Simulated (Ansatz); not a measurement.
## Work function of Sr(110): what the settings cost and change

How far do cutoff, k-mesh and smearing move the work function of Sr(110)?

Method: plane-wave DFT, PBE, Ansatz PAW, in Ansatz 0.2.0.

## (1) The structure

The cell holds 7 atoms: 7 Sr. Its edges and angles: a = 6.080 Å, b = 4.299 Å, c = 30.898 Å, α = 90.0°, β = 90.0°, γ = 90.0°. Vacuum lies along c.

## (2) Slab, setting cutoff 200 eV

A work function rests on the faint tail of the density, so the SCF threshold is tight. The cutoff is raised first; then mesh and smearing are varied at the default cutoff.

Input file input.yaml:

```yaml
crystal:
  lattice:
    - [6.08, 0.0, 0.0]
    - [0.0, 4.2992092296, 0.0]
    - [0.0, 0.0, 30.8976276888]
  atoms:
    - { symbol: Sr, position: [0.0, 0.0, 0.2912844989] }
    - { symbol: Sr, position: [0.5, 0.5, 0.3608563326] }
    - { symbol: Sr, position: [0.0, 0.0, 0.4304281663] }
    - { symbol: Sr, position: [0.5, 0.5, 0.5] }
    - { symbol: Sr, position: [0.0, 0.0, 0.5695718337] }
    - { symbol: Sr, position: [0.5, 0.5, 0.6391436674] }
    - { symbol: Sr, position: [0.0, 0.0, 0.7087155011] }
kpoints:
  mp_grid: { grid: [7, 10, 1] }
hamiltonian:
  xc: pbe
scf:
  occupations: { method: fermi_dirac, width: 0.1 }
  convergence: { dr2_threshold: 1.0e-09 }
efield:
  axis: 3
  dipole_correction: true
  ramp_position: 0.97
  ramp_width: 0.06
basis:
  ecutwfc: "200 eV"
output:
  write_potential: true
  write_density: true
  volumetric_format: npy
  elf: true
```

The run is started by

```sh
> ansatz run input.yaml --threads 2 --pin off --max-ram 3072MiB --backend cpu --events-out ev --progress --plain --runs-dir out
```

What it wrote:

```text
Warning: basis.ecutwfc = 200 eV is below the records' recommended 420 eV, and the density's cutoff is lower with it unless basis.ecutrho_ratio is high enough to keep the records' density cutoff: compare with a run at a higher cutoff
Engine: ansatz 0.2.0, aarch64-unknown-linux-gnu
Pseudopotentials: kind: paw
Pseudopotential: Sr, paw, valence charge 10, recommended cutoff 420 eV (normal), Sr.paw.azcp
Functional definition: PBE
  parameter kappa = 0.804
  parameter beta = 0.066725
  exchange = pbe_x(kappa = kappa, mu = beta*pi^2/3)
  correlation = pbe_c(beta = beta)
Crystal: 7 atoms, lattice volume = 807.639 Å³
Basis set: ecut = 200 eV, 5129 PW (Γ)
Bands: 42, of which v1, the nominal top of the filled ones, is band 35 counted from 1 (34 counted from 0)
Symmetry: 4 space group operations
k-points: 24 of 70
Non-local potential: Sr, projectors of the file, l = 0: 3, l = 1: 2, l = 2: 2
PAW form: soft (Blöchl's): semilocal exchange-correlation on the pseudo side does not see the compensation charge
PAW one-centre angular grid: Sr, 110 points (default); XC on 64 Gauss nodes
Initial density: superposition of atomic densities (neutral atoms: chi_scale 0, normalization atom), corrected by the library's trained network
Initial wavefunctions: pseudopotential atomic-orbital guess
Functional: x = pbe(κ = 0.804, μ = 0.219515), c = pbe(β = 0.066725)
SCF iter   1: F=—  HF=-24805.917800 eV  |F-HF|=—  |Δ(HF+E_count)|=         —  Δρ=7.97e-3  dr2=3.50e0  ethr=1.77e-3  p=0.000 e·Å  D=6.81e-15 V/Å  ΔV_dip=-0.00 eV  dr2_dipole=1.78e-10  V_vac-E_F(+/−)=2.20/2.20 eV  ⟨swp⟩=13.8  Hψ=13971  notcnv=0
efield: sawtooth ramp at fractional position 0.9700 (set: `efield.ramp_position`, or a place that a band, a saddle search or an elastic batch's reference lends), width 0.0600; the density the first Hamiltonian is built on has a dipole p = 0.000 e·Å; the dipole correction subtracts the counter field D = 6.81e-15 V/Å, which shifts the + side's vacuum level by -0.00 eV against the − side's; the planar-averaged density in the ramp window peaks in size at 1.8e-6 e/Å³
automatic band count: the SCF goes on with 49 bands, as 42 were too few: the levels above may hold too much charge
preconditioner: auto → LDOS  [metal: Δε(μ)=0.004 eV  Ē_g=2.137 eV  σ=0.100 eV  W_gap=0.01  n_scr=80 (ndim 8)  ℏωp=4.9 eV  f_vac=0.441  D(μ)=9.75/eV (n_scr^D=42)  β→1.0]
SCF iter   2: F=—  HF=-24805.787184 eV  |F-HF|=—  |Δ(HF+E_count)|=   1.31e-1  Δρ=2.01e-3  dr2=4.98e-2  ethr=1.77e-3  p=0.000 e·Å  D=1.18e-6 V/Å  ΔV_dip=-0.00 eV  dr2_dipole=2.31e-9  V_vac-E_F(+/−)=2.49/2.49 eV  ⟨swp⟩=4.0  Hψ=2362  notcnv=0
SCF iter   3: F=—  HF=-24805.778903 eV  |F-HF|=—  |Δ(HF+E_count)|=   8.28e-3  Δρ=5.49e-4  dr2=1.36e-2  ethr=7.11e-5  p=0.000 e·Å  D=1.03e-6 V/Å  ΔV_dip=-0.00 eV  dr2_dipole=7.83e-10  V_vac-E_F(+/−)=2.53/2.53 eV  ⟨swp⟩=2.0  Hψ=2131  notcnv=0
SCF iter   4: F=—  HF=-24805.778293 eV  |F-HF|=—  |Δ(HF+E_count)|=   6.10e-4  Δρ=1.59e-4  dr2=8.35e-4  ethr=1.94e-5  p=0.000 e·Å  D=6.00e-7 V/Å  ΔV_dip=-0.00 eV  dr2_dipole=1.23e-10  V_vac-E_F(+/−)=2.56/2.56 eV  ⟨swp⟩=1.0  Hψ=1176  notcnv=0
SCF iter   5: F=—  HF=-24805.778351 eV  |F-HF|=—  |Δ(HF+E_count)|=   5.77e-5  Δρ=6.14e-5  dr2=1.87e-4  ethr=1.19e-6  p=0.000 e·Å  D=1.53e-7 V/Å  ΔV_dip=-0.00 eV  dr2_dipole=6.92e-13  V_vac-E_F(+/−)=2.58/2.58 eV  ⟨swp⟩=2.0  Hψ=1734  notcnv=0
SCF iter   6: F=—  HF=-24805.778403 eV  |F-HF|=—  |Δ(HF+E_count)|=   5.15e-5  Δρ=1.35e-5  dr2=5.88e-6  ethr=2.67e-7  p=-0.000 e·Å  D=-4.77e-8 V/Å  ΔV_dip=0.00 eV  dr2_dipole=1.24e-11  V_vac-E_F(+/−)=2.59/2.59 eV  ⟨swp⟩=2.0  Hψ=1375  notcnv=0
SCF iter   7: F=—  HF=-24805.778378 eV  |F-HF|=—  |Δ(HF+E_count)|=   2.45e-5  Δρ=7.08e-6  dr2=9.61e-7  ethr=8.40e-9  p=0.000 e·Å  D=1.05e-8 V/Å  ΔV_dip=-0.00 eV  dr2_dipole=2.37e-13  V_vac-E_F(+/−)=2.59/2.59 eV  ⟨swp⟩=2.6  Hψ=2070  notcnv=0
SCF iter   8: F=—  HF=-24805.778378 eV  |F-HF|=—  |Δ(HF+E_count)|=   1.39e-7  Δρ=2.50e-6  dr2=1.80e-7  ethr=1.37e-9  p=0.000 e·Å  D=1.72e-9 V/Å  ΔV_dip=-0.00 eV  dr2_dipole=2.64e-13  V_vac-E_F(+/−)=2.59/2.59 eV  ⟨swp⟩=2.0  Hψ=1935  notcnv=0
SCF iter   9: F=—  HF=-24805.778378 eV  |F-HF|=—  |Δ(HF+E_count)|=   2.36e-8  Δρ=6.88e-7  dr2=1.48e-8  ethr=2.57e-10  p=0.000 e·Å  D=9.22e-10 V/Å  ΔV_dip=-0.00 eV  dr2_dipole=1.28e-14  V_vac-E_F(+/−)=2.59/2.59 eV  ⟨swp⟩=2.0  Hψ=1912  notcnv=0
SCF iter  10: F=-24805.778378 eV  HF=-24805.778378 eV  |F-HF|=3.64e-12  |Δ(HF+E_count)|=   1.58e-9  Δρ=1.71e-7  dr2=4.02e-10  ethr=1.43e-12  p=-0.000 e·Å  D=-2.80e-9 V/Å  ΔV_dip=0.00 eV  dr2_dipole=4.85e-14  V_vac-E_F(+/−)=2.59/2.59 eV  ⟨swp⟩=7.1  Hψ=4510  notcnv=0
SCF 1 converged in 10 iterations: F = -24805.778378 eV  dr2 = 4.02e-10
  greatest PAW one-centre occupation: 0.987 electrons in one spin orbital (limit 2), on the Sr atom at site 6 (counted from 0), in its partial waves of l = 0
WARN: The output density's exchange-correlation potential varies sharply where the density is thin. Do not read a vacuum level from v_tot or v_xc, or from such a field of the output density. On a cell that repeats whose density bears no net charge and no dipole along the vacuum's axis use v_es (v_loc + v_h of the components); under efield.dipole_correction with no amplitude use v_es + v_field, which holds any externa [...]
SCF converged after 10 iterations
Free energy (F): -24805.778378 eV
Harris-Foulkes:  -24805.778378 eV  (|F-HF|=3.64e-12)
Internal energy: -24805.457120 eV  (E = F + TS)
E sigma→0 (E₀):  -24805.617749 eV
Entropy (-TS):   -0.321259 eV (-45.894 meV/atom)
Fermi energy:    1.152390 eV
Dipole field:    D = -0.000000 V/Å  (p = -0.000001 e·Å, saw-weighted, corrected)
Work function:   Φ+ = 2.5894 eV   Φ− = 2.5895 eV
Levels:          The Fermi level and band energies are counted from a zero that moves with the ramp; work functions are not
--- Per-component energies (eV) ---
  E_band       = -1245.496024
  E_kinetic    = 1667.508472
  E_local      = -28666.662004  (includes V_loc(G=0)·N_el)
  E_nonlocal   = 1401.578742
  E_hartree    = 12867.606660
  E_xc         = -1188.449773
  E_vxc        = -1103.020480  (∫ρ·V_xc dr)
  E_paw        = -18860.578072  (= ΣΔE_a)
  E_vpaw       = -280.114957  (= ΣTr[D̂ρ^β])
  E_aug_tail   = 0.000029  (compensation charges beyond the density's cutoff)
  E_efield     = 0.000000  (sawtooth field / dipole correction)
  E_vefield    = 0.000000  (∫n·V_field dr)
  E_ewald      = 7973.538826
  E_smearing   = -0.321259  (= −TS)
  E_closure    = 0.000000  (closes the sum)
  Σ components = -24805.778378   (vs F -24805.778378, Δ=0.00e0)
--- Band table (eV; the first three rows and the last of 24) ---
  k-point 0: bands = [... 31 lower, -0.4061, 0.4362, 0.7060, 1.0712, 1.1449, 1.4867, 1.6419, 1.9548, ... 10 higher]
  k-point 1: bands = [... 31 lower, -0.3162, 0.5181, 0.7938, 1.1337, 1.2210, 1.5202, 1.6812, 1.9150, ... 10 higher]
  k-point 2: bands = [... 31 lower, -0.0705, 0.7183, 1.0290, 1.2244, 1.4677, 1.5685, 1.7409, 1.8204, ... 10 higher]
  k-point 23: bands = [... 31 lower, 0.6775, 1.0943, 1.1527, 1.1957, 1.1996, 1.1996, 1.2692, 1.4296, ... 10 higher]
```

Elapsed: 52 s, on 2 threads of Arm Neoverse N1, shared host; peak memory 0.61 GiB; 93 s of CPU time.

Numbers from this step:

```yaml
energy_at_zero_smearing: -24805.6177 eV
work_function_upper_face: 2.589 eV
```

Running mean over 2.15 Å of the planar mean; the ramp of the sawtooth is left out. The electron's electrostatic potential energy less the Fermi level by z:

```
z (Å)  electron's electrostatic potential energy less the Fermi level (eV)
  3.5                                                                 2.59
  4.0                                                                 2.58
  4.5                                                                 2.58
  5.0                                                                 2.56
  5.5                                                                 2.52
  6.0                                                                 2.44
  6.5                                                                 2.24
  7.0                                                                 1.81
  7.5                                                                0.769
  8.0                                                                -1.41
  8.5                                                                -3.25
  9.0                                                                -3.94
  9.5                                                                -4.11
 10.0                                                                -4.09
 10.5                                                                -4.01
 11.0                                                                -3.94
 11.5                                                                -3.92
 12.0                                                                -3.92
 12.5                                                                -3.94
 13.0                                                                -3.95
 13.5                                                                -3.96
 14.0                                                                -3.96
 14.5                                                                -3.96
 15.0                                                                -3.96
 15.5                                                                -3.96
 16.0                                                                -3.96
 16.5                                                                -3.96
 17.0                                                                -3.96
 17.5                                                                -3.96
 18.0                                                                -3.95
 18.5                                                                -3.93
 19.0                                                                -3.92
 19.5                                                                -3.92
 20.0                                                                -3.95
 20.5                                                                -4.03
 21.0                                                                -4.10
 21.5                                                                -4.09
 22.0                                                                -3.85
 22.5                                                                -2.99
 23.0                                                               -0.930
 23.5                                                                 1.05
 24.0                                                                 1.93
 24.5                                                                 2.29
 25.0                                                                 2.46
 25.5                                                                 2.53
 26.0                                                                 2.56
 26.5                                                                 2.58
 27.0                                                                 2.58
 27.5                                                                 2.59
```

Valence density in the ca plane at fractional y = 0.000, with atoms of Sr within 0.2 Å of it. It is the smooth field of the valence electrons, not physical close to the nuclei.

Ten steps, logarithmic in the rise over the least value, from '0' (0.0 e/Å³) to '9' (2.5 e/Å³), each cell a mean:
```
22236999984222237999974222247999963100000000
22224799863222235899853222236899752100000000
22223466542222223566532222223566531000000000
22222233322222222233222222222333211000000000
22222222222222222222222222222221110000000000
22222222222222222222222222222111100000000000
22222211222222222211222222221111100000000000
22222211122222222211222222221111100000000000
22222211122222222211222222221111100000000000
22222222222222222222222222222111100000000000
22222222222222222222222222222211110000000000
22222222222222222222222222222222110000000000
22222344432222222344422222223444321000000000
22224678753222224688742222235788642100000000
22235899974222236999964222247999863100000000
22236999985222247999984222248999973100000000
```
Columns run along c (16.0 Å, from fractional 0.35 to 0.87 of the cell), rows up along a (6.1 Å). Atoms in or near the plane, at fractional coordinates: Sr at (0.43, 0.00), Sr at (0.57, 0.00), Sr at (0.71, 0.00).

ELF in the ca plane at fractional y = 0.000, with atoms of Sr within 0.2 Å of it. It is the smooth field of the valence electrons, not physical close to the nuclei.

Values, 9 rows by 16 columns, each cell a mean:
```
0.27 0.35 0.68 0.59 0.20 0.19 0.71 0.70 0.18 0.22 0.65 0.70 0.30 0.17 0.09 0.00
0.46 0.16 0.44 0.21 0.36 0.21 0.36 0.31 0.26 0.37 0.25 0.43 0.10 0.19 0.06 0.00
0.51 0.37 0.20 0.30 0.47 0.42 0.23 0.25 0.44 0.52 0.34 0.17 0.23 0.15 0.03 0.00
0.49 0.51 0.56 0.53 0.47 0.50 0.55 0.54 0.49 0.52 0.59 0.50 0.29 0.10 0.01 0.00
0.43 0.52 0.59 0.54 0.43 0.49 0.57 0.56 0.48 0.48 0.58 0.51 0.27 0.08 0.01 0.00
0.50 0.50 0.50 0.51 0.48 0.49 0.51 0.51 0.49 0.53 0.58 0.46 0.29 0.12 0.01 0.00
0.51 0.28 0.13 0.19 0.45 0.36 0.14 0.15 0.40 0.50 0.21 0.11 0.17 0.17 0.03 0.00
0.40 0.19 0.65 0.33 0.30 0.17 0.56 0.49 0.22 0.31 0.39 0.64 0.14 0.18 0.07 0.00
0.24 0.40 0.52 0.63 0.19 0.22 0.63 0.66 0.19 0.20 0.66 0.57 0.36 0.16 0.09 0.00
```
Columns run along c (16.0 Å, from fractional 0.35 to 0.87 of the cell), rows up along a (6.1 Å). Atoms in or near the plane, at fractional coordinates: Sr at (0.43, 0.00), Sr at (0.57, 0.00), Sr at (0.71, 0.00).

Electrostatic potential energy in the ca plane at fractional y = 0.000, with atoms of Sr within 0.2 Å of it. With pseudopotentials it is smooth inside the atoms' cores, unlike the true potential.

Ten even steps from '0' (-78 eV) to '9' (4 eV), each cell a mean:
```
99998400058999997200178999986100278999999999
99998742579999998633689999998533689999999999
99999888889999999888899999999878899999999999
99999999999999999999999999999999999999999999
99999999999999999999999999999999999999999999
99999999999999999999999999999999999999999999
99999999999999999999999999999999999999999999
99999999999999999999999999999999999999999999
99999999999999999999999999999999999999999999
99999999999999999999999999999999999999999999
99999999999999999999999999999999999999999999
99999999999999999999999999999999999999999999
99999988899999999988999999999888999999999999
99999866789999998766789999998756789999999999
99998510268999998400379999987300489999999999
99997300058999987100068999985000178999999999
```
Columns run along c (16.0 Å, from fractional 0.35 to 0.87 of the cell; values clipped at the 3rd and 97th percentile), rows up along a (6.1 Å). Atoms in or near the plane, at fractional coordinates: Sr at (0.43, 0.00), Sr at (0.57, 0.00), Sr at (0.71, 0.00).

The work function is 2.589 eV.

## (3) Run

Changes to input.yaml since step 2:

```diff
@@ -26,3 +26,3 @@
 basis:
-  ecutwfc: "200 eV"
+  ecutwfc: "300 eV"
 output:
@@ -31,2 +31 @@
   volumetric_format: npy
-  elf: true
```

What it wrote:

```text
[...]
Crystal: 7 atoms, lattice volume = 807.639 Å³
Basis set: ecut = 300 eV, 9523 PW (Γ)
Bands: 42, of which v1, the nominal top of the filled ones, is band 35 counted from 1 (34 counted from 0)
Symmetry: 4 space group operations
k-points: 24 of 70
[...]
k-point 0: bands = [... 31 lower, -0.3985, 0.4370, 0.6953, 1.0531, 1.1334, 1.4532, 1.6082, 1.9399, ... 10 higher]
  k-point 1: bands = [... 31 lower, -0.3098, 0.5183, 0.7820, 1.1162, 1.2093, 1.4894, 1.6499, 1.8995, ... 10 higher]
  k-point 2: bands = [... 31 lower, -0.0658, 0.7159, 1.0149, 1.2059, 1.4526, 1.5425, 1.7124, 1.8001, ... 10 higher]
  k-point 23: bands = [... 31 lower, 0.6783, 1.0834, 1.1493, 1.1876, 1.1893, 1.1962, 1.2651, 1.4136, ... 10 higher]
[key lines of the parts left out:]
SCF converged after 10 iterations
Free energy (F): -24808.366013 eV
Fermi energy:    1.142091 eV
Dipole field:    D = 0.000000 V/Å  (p = 0.000000 e·Å, saw-weighted, corrected)
Work function:   Φ+ = 2.5859 eV   Φ− = 2.5859 eV
```

Run time: 1.7 min. Hardware: 2 threads; peak memory 0.93 GiB; 2.9 min of CPU time.

The work function is 2.586 eV, -0.004 eV from the run “cutoff 200 eV”, at 1.9 times its CPU time.

## (4) Run

Changes to input.yaml since step 3:

```diff
@@ -26,3 +26,3 @@
 basis:
-  ecutwfc: "300 eV"
+  ecutwfc: "420 eV"
 output:
```

What it wrote:

```text
[...]
Crystal: 7 atoms, lattice volume = 807.639 Å³
Basis set: ecut = 420 eV, 15817 PW (Γ)
Bands: 42, of which v1, the nominal top of the filled ones, is band 35 counted from 1 (34 counted from 0)
Symmetry: 4 space group operations
k-points: 24 of 70
[...]
k-point 0: bands = [... 31 lower, -0.3987, 0.4367, 0.6948, 1.0525, 1.1326, 1.4519, 1.6071, 1.9389, ... 10 higher]
  k-point 1: bands = [... 31 lower, -0.3099, 0.5179, 0.7814, 1.1155, 1.2084, 1.4880, 1.6486, 1.8984, ... 10 higher]
  k-point 2: bands = [... 31 lower, -0.0660, 0.7155, 1.0142, 1.2051, 1.4516, 1.5413, 1.7113, 1.7987, ... 10 higher]
  k-point 23: bands = [... 31 lower, 0.6779, 1.0827, 1.1487, 1.1868, 1.1886, 1.1954, 1.2644, 1.4128, ... 10 higher]
[key lines of the parts left out:]
SCF converged after 10 iterations
Free energy (F): -24808.384062 eV
Fermi energy:    1.141326 eV
Dipole field:    D = -0.000000 V/Å  (p = -0.000001 e·Å, saw-weighted, corrected)
Work function:   Φ+ = 2.5863 eV   Φ− = 2.5863 eV
```

Run time: 2.8 min. Hardware: 2 threads; peak memory 1.4 GiB; 5.1 min of CPU time.

The work function is 2.586 eV, -0.003 eV from the run “cutoff 200 eV”, at 3.3 times its CPU time.

## (5) Run

Changes to input.yaml since step 4:

```diff
@@ -26,3 +26,3 @@
 basis:
-  ecutwfc: "420 eV"
+  ecutwfc: "600 eV"
 output:
```

What it wrote:

```text
[...]
Crystal: 7 atoms, lattice volume = 807.639 Å³
Basis set: ecut = 600 eV, 26967 PW (Γ)
Bands: 42, of which v1, the nominal top of the filled ones, is band 35 counted from 1 (34 counted from 0)
Symmetry: 4 space group operations
k-points: 24 of 70
[...]
k-point 0: bands = [... 31 lower, -0.3985, 0.4368, 0.6949, 1.0527, 1.1328, 1.4520, 1.6072, 1.9390, ... 10 higher]
  k-point 1: bands = [... 31 lower, -0.3098, 0.5181, 0.7815, 1.1156, 1.2085, 1.4881, 1.6487, 1.8985, ... 10 higher]
  k-point 2: bands = [... 31 lower, -0.0659, 0.7156, 1.0143, 1.2053, 1.4518, 1.5414, 1.7114, 1.7988, ... 10 higher]
  k-point 23: bands = [... 31 lower, 0.6780, 1.0828, 1.1488, 1.1869, 1.1887, 1.1955, 1.2645, 1.4129, ... 10 higher]
[key lines of the parts left out:]
SCF converged after 10 iterations
Free energy (F): -24808.384868 eV
Fermi energy:    1.141436 eV
Dipole field:    D = 0.000000 V/Å  (p = 0.000002 e·Å, saw-weighted, corrected)
Work function:   Φ+ = 2.5860 eV   Φ− = 2.5860 eV
```

Run time: 4.9 min. Hardware: 2 threads; peak memory 2.2 GiB; 8.9 min of CPU time.

The work function is 2.586 eV, -0.000 eV from the run “cutoff 420 eV”, at 1.7 times its CPU time.

[end of part 1 of 2]

[Long decimals in the printed logs are rounded to 6 places.]

[Logs are printed without paths, hosts, clocks, repeated set-up lines and the standing remarks that a program may print on its own settings, such as how far it seeks lower states.]

[Hosts, paths, dates, database ids (printed as entryN), source tags and the programs' standing remarks are cut or masked in the printed files.]

[Maps of the electrostatic potential energy from Ansatz leave out the sawtooth potential of an applied field or a dipole correction, so their vacuum need not be flat; planar profiles and work functions include it.]
